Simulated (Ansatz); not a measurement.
## K on Ag(111): change of the work function

How does one ordered layer of K (top site) change the work function of Ag(111), and what dipole does each adsorbate carry?

Main program and level: Ansatz 0.2.0; plane-wave DFT, LDA, Ansatz PAW.

This is a report of a sequence of runs, with the program logs left out and the cost of each run kept.

### Step 1. Starting point

The cell holds 4 atoms: 4 Ag. Cell: a = 2.892 Å, b = 2.892 Å, c = 25.084 Å, α = 90.0°, β = 90.0°, γ = 60.0°. Vacuum lies along c.

### Step 2. The clean slab

The bare slab comes first, as the zero from which every change is counted. The two lowest layers are held at bulk places and the upper ones relax. The dipole correction removes the false field that a one-sided slab makes across the periodic vacuum, so each face gets a flat vacuum level of its own.

The input, input.yaml:

```yaml
crystal:
  lattice:
    - [2.8920667351, 0.0, 0.0]
    - [1.4460333675, 2.504603262, 0.0]
    - [0.0, 0.0, 25.084087803]
  atoms:
    - { symbol: Ag, position: [0.0, 0.0, 0.3587931947] }
    - { symbol: Ag, position: [0.3333333333, 0.3333333333, 0.4529310649] }
    - { symbol: Ag, position: [0.6666666667, 0.6666666667, 0.5470689351] }
    - { symbol: Ag, position: [0.0, 0.0, 0.6412068053] }
kpoints:
  mp_grid: { grid: [12, 12, 1] }
hamiltonian:
  xc: lda
scf:
  occupations: { method: fermi_dirac, width: 0.1 }
  convergence: { dr2_threshold: 1.0e-08 }
efield:
  axis: 3
  dipole_correction: true
  ramp_position: 0.97
  ramp_width: 0.06
relax:
  f_tol: 0.02
  max_steps: 60
  constraints: [{ sites: [0, 1] }]
output:
  write_potential: true
  write_density: true
  volumetric_format: npy
```

On the command line:

```bash
ansatz run input.yaml --threads 4 --pin off --max-ram 6144MiB --backend cpu --events-out ev --progress --plain --runs-dir out
```

Run time: 11 s. Hardware: 4 threads of Arm Neoverse V1, shared host; peak memory 0.49 GiB.

Relaxation path:

```csv
step,energy less that of the first step (eV),largest force component (eV/Å)
1,0.0000,0.3974
2,-0.0543,0.0912
3,-0.0579,0.0146
```

The run keeps the 6 symmetry operations that the program found, so distortions that break them were not tested.

The atoms that moved most (Å):

```csv
atom,dx,dy,dz,length
Ag4,0.000,0.000,-0.257,0.257
Ag3,0.000,0.000,-0.133,0.133
```

The relaxed structure:

```cif
data_structure
_symmetry_space_group_name_H-M 'P 1'
_symmetry_Int_Tables_number 1
_cell_length_a 2.8921
_cell_length_b 2.8921
_cell_length_c 25.0841
_cell_angle_alpha 90.000
_cell_angle_beta 90.000
_cell_angle_gamma 60.000
_cell_volume 181.70
loop_
_atom_site_label
_atom_site_type_symbol
_atom_site_fract_x
_atom_site_fract_y
_atom_site_fract_z
_atom_site_occupancy
Ag1 Ag 0.00000 0.00000 0.35879 1
Ag2 Ag 0.33333 0.33333 0.45293 1
Ag3 Ag 0.66667 0.66667 0.54178 1
Ag4 Ag 0.00000 0.00000 0.63096 1
```

Read from the output:

| Item | Value |
| --- | --- |
| energy at zero smearing | -29831.4908 eV |
| work function, upper face | 4.821 eV |
| work function, lower face | 4.875 eV |
| dipole along the normal | 0.002152 e·Å |
| step between the vacuum levels | -0.05375 eV |

Running mean over 2.361 Å of the planar mean; the ramp of the sawtooth is left out. The electron's electrostatic potential energy less the Fermi level by z:

```csv
z (Å),electron's electrostatic potential energy less the Fermi level (eV)
3.5,4.87
4.0,4.87
4.5,4.87
5.0,4.87
5.5,4.86
6.0,4.81
6.5,4.63
7.0,3.92
7.5,1.61
8.0,-1.90
8.5,-4.64
9.0,-5.55
9.5,-5.69
10.0,-5.73
10.5,-5.75
11.0,-5.80
11.5,-5.96
12.0,-6.44
12.5,-6.69
13.0,-6.41
13.5,-6.01
14.0,-6.22
14.5,-6.59
15.0,-6.52
15.5,-6.03
16.0,-5.49
16.5,-3.93
17.0,-0.722
17.5,2.56
18.0,4.24
18.5,4.66
19.0,4.78
19.5,4.81
20.0,4.82
20.5,4.82
21.0,4.82
21.5,4.82
22.0,4.82
```

The relaxation took 3 steps and lowered the energy by 0.058 eV; the largest force on the free atoms ends at 0.015 eV/Å.

The work function of the upper face is 4.82 eV.

### Step 3. Adsorbate added

System of this step: KAg16 (K/Ag(111)). The cell holds 17 atoms: 16 Ag and 1 K. Its edges and angles: a = 5.784 Å, b = 5.784 Å, c = 28.481 Å, α = 90.0°, β = 90.0°, γ = 60.0°. Vacuum lies along c.

The clean slab as it ended is repeated in the plane and the adsorbate is set on one face; the cell's size fixes the coverage, and the k-mesh shrinks with it to keep the sampling density about even. Adsorbate and upper layers relax, since the dipole depends on the height.

The input, input.yaml:

```yaml
crystal:
  lattice:
    - [5.7841334702, 1.0e-10, 0.0]
    - [2.892066735, 5.0092065241, 0.0]
    - [0.0, 0.0, 28.4809529761]
  atoms:
    - { symbol: Ag, position: [0.0, 0.0, 0.3160006622] }
    - { symbol: Ag, position: [0.1666666667, 0.1666666667, 0.3989109006] }
    - { symbol: Ag, position: [0.3333333333, 0.3333333333, 0.4771612537] }
    - { symbol: Ag, position: [0.0, 0.0, 0.555703069] }
    - { symbol: Ag, position: [0.0, 0.5, 0.3160006622] }
    - { symbol: Ag, position: [0.1666666667, 0.6666666667, 0.3989109006] }
    - { symbol: Ag, position: [0.3333333333, 0.8333333333, 0.4771612537] }
    - { symbol: Ag, position: [0.0, 0.5, 0.555703069] }
    - { symbol: Ag, position: [0.5, 0.0, 0.3160006622] }
    - { symbol: Ag, position: [0.6666666667, 0.1666666667, 0.3989109006] }
    - { symbol: Ag, position: [0.8333333333, 0.3333333333, 0.4771612537] }
    - { symbol: Ag, position: [0.5, 0.0, 0.555703069] }
    - { symbol: Ag, position: [0.5, 0.5, 0.3160006622] }
    - { symbol: Ag, position: [0.6666666667, 0.6666666667, 0.3989109006] }
    - { symbol: Ag, position: [0.8333333333, 0.8333333333, 0.4771612537] }
    - { symbol: Ag, position: [0.5, 0.5, 0.555703069] }
    - { symbol: K, position: [0.0, 0.0, 0.6839993378] }
kpoints:
  mp_grid: { grid: [6, 6, 1] }
hamiltonian:
  xc: lda
scf:
  occupations: { method: fermi_dirac, width: 0.1 }
  convergence: { dr2_threshold: 1.0e-08 }
efield:
  axis: 3
  dipole_correction: true
  ramp_position: 0.97
  ramp_width: 0.06
relax:
  f_tol: 0.02
  max_steps: 60
  constraints: [{ sites: [0, 1, 4, 5, 8, 9, 12, 13] }]
output:
  bader: true
  dos: { projected: true, e_range: [-8, 4] }
  write_potential: true
  write_density: true
  volumetric_format: npy
  elf: true
```

The job ended after 4.1 min (4 threads; peak memory 3.4 GiB).

Step by step:

```csv
step,energy less that of the first step (eV),largest force component (eV/Å)
1,0.0000,0.5941
2,-0.0732,0.6140
3,-0.2044,0.5757
4,-0.3095,0.4493
5,-0.3799,0.2320
6,-0.4104,0.0146
```

The run keeps the 6 symmetry operations that the program found, so distortions that break them were not tested.

The atoms that moved most (Å):

```csv
atom,dx,dy,dz,length
K17,0.000,0.000,-0.903,0.903
Ag4,0.000,0.000,-0.111,0.111
Ag8,-0.003,0.002,0.082,0.082
Ag12,0.000,-0.003,0.082,0.082
Ag16,0.003,0.002,0.082,0.082
Ag3,0.000,0.000,0.038,0.038
Ag11,0.000,0.025,0.000,0.025
Ag7,0.022,-0.012,0.000,0.025
```

The relaxed structure:

```cif
data_structure
_symmetry_space_group_name_H-M 'P 1'
_symmetry_Int_Tables_number 1
_cell_length_a 5.7841
_cell_length_b 5.7841
_cell_length_c 28.4810
_cell_angle_alpha 90.000
_cell_angle_beta 90.000
_cell_angle_gamma 60.000
_cell_volume 825.20
loop_
_atom_site_label
_atom_site_type_symbol
_atom_site_fract_x
_atom_site_fract_y
_atom_site_fract_z
_atom_site_occupancy
Ag1 Ag 0.00000 0.00000 0.31600 1
Ag2 Ag 0.16667 0.16667 0.39891 1
Ag3 Ag 0.33333 0.33333 0.47851 1
Ag4 Ag 0.00000 0.00000 0.55182 1
Ag5 Ag 0.00000 0.50000 0.31600 1
Ag6 Ag 0.16667 0.66667 0.39891 1
Ag7 Ag 0.33829 0.83085 0.47718 1
Ag8 Ag 0.99937 0.50032 0.55858 1
Ag9 Ag 0.50000 0.00000 0.31600 1
Ag10 Ag 0.66667 0.16667 0.39891 1
Ag11 Ag 0.83085 0.33829 0.47718 1
Ag12 Ag 0.50032 0.99937 0.55858 1
Ag13 Ag 0.50000 0.50000 0.31600 1
Ag14 Ag 0.66667 0.66667 0.39891 1
Ag15 Ag 0.83085 0.83085 0.47718 1
Ag16 Ag 0.50032 0.50032 0.55858 1
K17 K 0.00000 0.00000 0.65229 1
```

Numbers from this step:

- energy at zero smearing: -120823.0420 eV
- work function, upper face: 1.865 eV
- work function, lower face: 4.788 eV
- dipole along the normal: 0.4680 e·Å
- step between the vacuum levels: -2.923 eV

Running mean over 2.361 Å of the planar mean; the ramp of the sawtooth is left out. The electron's electrostatic potential energy less the Fermi level by z:

```csv
z (Å),electron's electrostatic potential energy less the Fermi level (eV)
3.5,4.79
4.0,4.79
4.5,4.79
5.0,4.78
5.5,4.77
6.0,4.72
6.5,4.54
7.0,3.83
7.5,1.51
8.0,-1.99
8.5,-4.71
9.0,-5.63
9.5,-5.77
10.0,-5.81
10.5,-5.83
11.0,-5.87
11.5,-6.01
12.0,-6.45
12.5,-6.68
13.0,-6.42
13.5,-6.05
14.0,-6.21
14.5,-6.51
15.0,-6.46
15.5,-6.07
16.0,-5.69
16.5,-4.56
17.0,-2.25
17.5,-0.246
18.0,0.247
18.5,-0.0773
19.0,-0.301
19.5,0.0242
20.0,0.772
20.5,1.36
21.0,1.60
21.5,1.72
22.0,1.79
22.5,1.82
23.0,1.84
23.5,1.85
24.0,1.86
24.5,1.86
25.0,1.86
```

The density of states has structure finer than the step of the table below, so its rows give means over 0.25 eV. Peaks (eV: height): -5.590: 77.4, -4.780: 82.3, -4.300: 128, -3.850: 70.9, -3.430: 71.9, -3.070: 75.6, -3.010: 108.

The density of states by energy, zero at the Fermi level; means over each step:

```csv
energy (eV),density of states (states/eV a cell)
-7.75,0.346
-7.50,1.18
-7.25,1.27
-7.00,1.42
-6.75,2.49
-6.50,8.85
-6.25,32.5
-6.00,43.8
-5.75,32.9
-5.50,48.0
-5.25,33.8
-5.00,37.3
-4.75,63.7
-4.50,44.9
-4.25,57.4
-4.00,44.8
-3.75,49.6
-3.50,54.8
-3.25,39.2
-3.00,60.8
-2.75,11.3
-2.50,2.63
-2.25,2.96
-2.00,4.95
-1.75,3.54
-1.50,2.89
-1.25,4.55
-1.00,5.54
-0.75,5.65
-0.50,4.40
-0.25,3.31
0.00,4.24
0.25,9.13
0.50,5.11
0.75,5.63
1.00,6.13
1.25,7.30
1.50,6.41
1.75,7.26
```

Projected DOS per atom over height of the atomic layer and energy from the Fermi level. Layers: Ag4 Ag4 Ag4 Ag4 K from below.

Values in states/eV, 22 rows by 5 columns, each cell a mean:
```
0.19 0.16 0.16 0.16 0.15
0.12 0.20 0.21 0.14 0.53
0.13 0.16 0.15 0.13 0.85
0.31 0.22 0.20 0.29 0.54
0.24 0.18 0.18 0.21 0.55
0.17 0.23 0.24 0.18 0.31
0.34 0.23 0.23 0.32 0.25
0.23 0.17 0.15 0.21 0.19
0.23 0.27 0.31 0.24 0.11
0.20 0.17 0.17 0.19 0.04
1.46 1.67 1.59 0.98 0.07
3.46 3.24 3.30 3.02 0.04
4.08 2.37 2.61 3.56 0.05
3.84 2.43 2.05 3.71 0.05
3.69 3.40 3.12 3.77 0.02
1.97 2.23 2.37 2.33 0.01
2.64 2.66 1.88 2.53 0.01
1.23 2.94 3.43 2.05 0.01
0.28 1.47 1.99 0.76 0.01
0.04 0.17 0.21 0.07 0.00
0.02 0.11 0.13 0.04 0.00
0.01 0.03 0.04 0.01 0.00
```
Columns: height of the atomic layer (Å) from 9 to 18.6 (not evenly spaced); rows upwards: energy from the Fermi level (eV) from -7.96 to 1.95.

ELF in the ca plane at fractional y = 0.000, with atoms of Ag and K within 0.2 Å of it. It is the smooth field of the valence electrons, not physical close to the nuclei.

Ten even steps from '0' (0.00) to '9' (0.87), each cell a mean:
```
75322221111122225787421499899510001111000000
53211222211222223554321279997300011110000000
22112332222232222222221026763100011110000000
11112343222343222222221000110000011100000000
22112332222333212222222100000000111100000000
53211222212222212455422211000011111000000000
75322221111122223688632221111111111000000000
86322221111122224698632222111111111000000000
64211222111222223566532221111111111000000000
32212222222222212333322210000001111100000000
22112343222343212222222100000000111100000000
22112343222333222222221012431000011110000000
32212222222222222343221158986200011110000000
64211221111122224676421399998510001110000000
86322221111122225897521598799610001111000000
```
Columns run along c (16.0 Å, from fractional 0.32 to 0.89 of the cell), rows up along a (5.8 Å). Atoms in or near the plane, at fractional coordinates: Ag at (0.55, 0.00), Ag at (0.56, 0.50), K at (0.65, 0.00).

Electrostatic potential energy in the ca plane at fractional y = 0.000, with atoms of Ag and K within 0.2 Å of it. With pseudopotentials it is smooth inside the atoms' cores, unlike the true potential.

Values in eV, 8 rows by 16 columns, each cell a mean:
```
-18   4   4   6   4   0 -27 -10  -3 -30  -7   5   6   6   7   7
  2   1  -9   3  -8   3   0   4   5  -1   3   5   6   7   7   7
 -2   2  -5   3  -6   3  -4   0   7   6   6   6   6   7   7   7
-23   5   5   7   5   3 -28 -20   6   7   6   6   6   7   7   7
-19   4   4   6   4   3 -24 -16   6   7   6   6   6   7   7   7
  2   1  -9   2  -9   3   2   4   7   5   5   6   6   7   7   7
 -2   2  -5   4  -5   3  -6   2   3  -7   1   5   6   7   7   7
-23   5   5   7   5  -1 -32 -14  -6 -34 -10   5   6   6   7   7
```
Columns run along c (16.0 Å, from fractional 0.32 to 0.89 of the cell; values clipped at the 3rd and 97th percentile), rows up along a (5.8 Å). Atoms in or near the plane, at fractional coordinates: Ag at (0.55, 0.00), Ag at (0.56, 0.50), K at (0.65, 0.00).

Valence density in the ca plane at fractional y = 0.000, with atoms of Ag and K within 0.2 Å of it. It is the smooth field of the valence electrons, not physical close to the nuclei.

Ten steps, logarithmic in the rise over the least value, from '0' (0 e/Å³) to '9' (19 e/Å³), each cell a mean:
```
96311111111111126898521256663100000000000000
64211222111222123665310134542000000000000000
22112333212333211232110012210000000000000000
11112443212343211111100000000000000000000000
22112333212333211232210000000000000000000000
64211222111222112566420000000000000000000000
96311111111111114799731000000000000000000000
97311111101111124899741000000000000000000000
85211111111111113688631000000000000000000000
43111232111232112344310000000000000000000000
11112343212343211121100000000000000000000000
11112343212343211121100001100000000000000000
43111232111222112443210123331000000000000000
85211111111111125787411245653100000000000000
97311111101111136998521256664100000000000000
```
Columns run along c (16.0 Å, from fractional 0.32 to 0.89 of the cell), rows up along a (5.8 Å). Atoms in or near the plane, at fractional coordinates: Ag at (0.55, 0.00), Ag at (0.56, 0.50), K at (0.65, 0.00).

The relaxation took 6 steps and lowered the energy by 0.41 eV; the largest force on the free atoms ends at 0.015 eV/Å.

By hand: a sheet of dipoles makes a step −p/(ε₀A) in the electron's potential. With e/ε₀ = 180.95 V·Å, p = 0.4680 e·Å and A = 28.97 Å², that is −180.95 × (0.4680) / 28.97 = -2.923 eV, and the two vacuum levels of the run differ by -2.923 eV.

The covered face has 1.86 eV, -2.96 eV against the clean one; the bare back face has moved by -0.09 eV, a measure of how thin the slab is.

### Step 4. Work function against coverage

This step: plane-wave DFT, LDA, Ansatz PAW; work function against coverage (Ansatz 0.2.0).

The runs are now put side by side.

This step gave:

- work function of the clean face: 4.821 eV
- largest change of the work function: -2.956 eV

Work function of the covered face against coverage:

```csv
coverage (adsorbates/nm²),work function of the covered face (eV)
0.00,4.82
3.45,1.86
```

The dipole per adsorbate comes from the change of the cell's dipole. Coverage, by row:

```csv
coverage (1/nm²),coverage (ML),work function (eV),change (eV),"dipole per adsorbate, positive end outwards (debye)",mean height of the added atoms over the highest substrate atom (Å)
3.451,0.25,1.865,-2.956,2.207,2.669
```

### Step 5. The covered slab, atoms frozen

This step: plane-wave DFT, LDA, Ansatz PAW (Ansatz 0.2.0).

To see where the charge goes, the covered slab, the bare substrate and the adsorbate layer are each run at the same frozen positions and on the same grid.

The input, input.yaml:

```yaml
crystal:
  lattice:
    - [5.7841334702, 1.0e-10, 0.0]
    - [2.892066735, 5.0092065241, 0.0]
    - [0.0, 0.0, 28.4809529761]
  atoms:
    - { symbol: Ag, position: [0.0, 0.0, 0.3160006622] }
    - { symbol: Ag, position: [0.1666666667, 0.1666666667, 0.3989109006] }
    - { symbol: Ag, position: [0.3333333333, 0.3333333333, 0.4785068584] }
    - { symbol: Ag, position: [0.0, 0.0, 0.551823071] }
    - { symbol: Ag, position: [0.0, 0.5, 0.3160006622] }
    - { symbol: Ag, position: [0.1666666667, 0.6666666667, 0.3989109006] }
    - { symbol: Ag, position: [0.3382907177, 0.8308546412, 0.4771777848] }
    - { symbol: Ag, position: [-0.0006336696, 0.5003168348, 0.5585781296] }
    - { symbol: Ag, position: [0.5, 0.0, 0.3160006622] }
    - { symbol: Ag, position: [0.6666666667, 0.1666666667, 0.3989109006] }
    - { symbol: Ag, position: [0.8308546412, 0.3382907177, 0.4771777848] }
    - { symbol: Ag, position: [0.5003168348, -0.0006336696, 0.5585781296] }
    - { symbol: Ag, position: [0.5, 0.5, 0.3160006622] }
    - { symbol: Ag, position: [0.6666666667, 0.6666666667, 0.3989109006] }
    - { symbol: Ag, position: [0.8308546412, 0.8308546412, 0.4771777848] }
    - { symbol: Ag, position: [0.5003168348, 0.5003168348, 0.5585781296] }
    - { symbol: K, position: [0.0, 0.0, 0.6522856245] }
kpoints:
  mp_grid: { grid: [6, 6, 1] }
hamiltonian:
  xc: lda
scf:
  occupations: { method: fermi_dirac, width: 0.1 }
  convergence: { dr2_threshold: 1.0e-08 }
efield:
  axis: 3
  dipole_correction: true
  ramp_position: 0.97
  ramp_width: 0.06
output:
  write_potential: true
  write_density: true
  volumetric_format: npy
```

Run time: 58 s. Hardware: 4 threads; peak memory 3.2 GiB.

This step gave:

- work function, lower face: 4.787 eV

The work function of the upper face is 1.86 eV.

### Step 6. The substrate alone

System of this step: K/Ag(111), substrate alone, atoms held. The cell holds 16 atoms: 16 Ag. Its edges and angles: a = 5.784 Å, b = 5.784 Å, c = 28.481 Å, α = 90.0°, β = 90.0°, γ = 60.0°. Vacuum lies along c.

The second part, atoms unmoved.

Changes to input.yaml since step 5:

```diff
@@ -22,3 +22,2 @@
     - { symbol: Ag, position: [0.5003168348, 0.5003168348, 0.5585781296] }
-    - { symbol: K, position: [0.0, 0.0, 0.6522856245] }
 kpoints:
```

The job ended after 50 s (4 threads; peak memory 3.1 GiB; 3.3 min of CPU time).

This step gave:

```yaml
energy_at_zero_smearing: -119325.9060 eV
work_function_upper_face: 4.832 eV
work_function_lower_face: 4.877 eV
dipole_along_the_normal: 0.007289 e·Å
step_between_the_vacuum_levels: -0.04550 eV
```

The work function of the upper face is 4.83 eV.

### Step 7. The adsorbate layer alone

System of this step: K/Ag(111), adsorbate layer alone, atoms held. The cell holds 1 atom: 1 K. Cell: a = 5.784 Å, b = 5.784 Å, c = 28.481 Å, α = 90.0°, β = 90.0°, γ = 60.0°. Vacuum lies along c.

The third part; a free layer of atoms may carry a moment, so spin is on.

input.yaml, the sections that differ from step 6:

```yaml
crystal:
  lattice:
    - [5.7841334702, 1.0e-10, 0.0]
    - [2.892066735, 5.0092065241, 0.0]
    - [0.0, 0.0, 28.4809529761]
  atoms:
    - { symbol: K, position: [0.0, 0.0, 0.6522856245], spin: 1.0 }
magnetization:
  spin_polarized: true
# kpoints, hamiltonian, scf, efield, output: as in step 6
```

Run time: 6.7 s. Hardware: 4 threads; peak memory 0.79 GiB.

Read from the output:

```yaml
energy_at_zero_smearing: -1495.7076 eV
work_function_upper_face: 2.584 eV
dipole_along_the_normal: 3.16e-6 e·Å
```

At this spacing and smearing the free layer keeps no moment.

### Step 8. Density difference

This step: plane-wave DFT, LDA, Ansatz PAW; density difference on adsorption (Ansatz 0.2.0).

The densities of the parts are taken from that of the whole and averaged over planes; the first moment of what is left gives the step in the potential.

Numbers from this step:

```yaml
largest_charge_moved: 0.007749 e/Å²
potential_step_from_the_moved_charge: -2.878 eV
```

Planar mean, whole system less its parts. Electron density difference against z:

z (Å), electron density difference (e/Å³) and a bar from the least value:
```
        5    0.00000 ######
        6    0.00000 ######
        7    0.00000 ######
        8   -0.00004 ######
        9    0.00005 ######
       10   -0.00002 ######
       11   -0.00002 ######
       12    0.00001 ######
       13   -0.00011 ######
       14    0.00019 #######
       15   -0.00153 ###
       16   -0.00121 ###
       17    0.00982 ##############################
       18   -0.00193 ##
       19   -0.00263 
       20   -0.00259 
       21   -0.00094 ####
       22   -0.00012 ######
       23    0.00002 ######
       24    0.00002 ######
       25    0.00001 ######
       26    0.00000 ######
       27    0.00000 ######
```

[end of part 1 of 2]

[Long decimals in the printed logs are rounded to 6 places.]

[Logs are printed without paths, hosts, clocks, repeated set-up lines and the standing remarks that a program may print on its own settings, such as how far it seeks lower states.]

[Hosts, paths, dates, database ids (printed as entryN), source tags and the programs' standing remarks are cut or masked in the printed files.]

[Maps of the electrostatic potential energy from Ansatz leave out the sawtooth potential of an applied field or a dipole correction, so their vacuum need not be flat; planar profiles and work functions include it.]

[The density of states shown here was stored with 400 of the rows of the run's finer table, so its peaks can read low, often by over a quarter, or be missed, and its means over a window can be off by a tenth or more.]
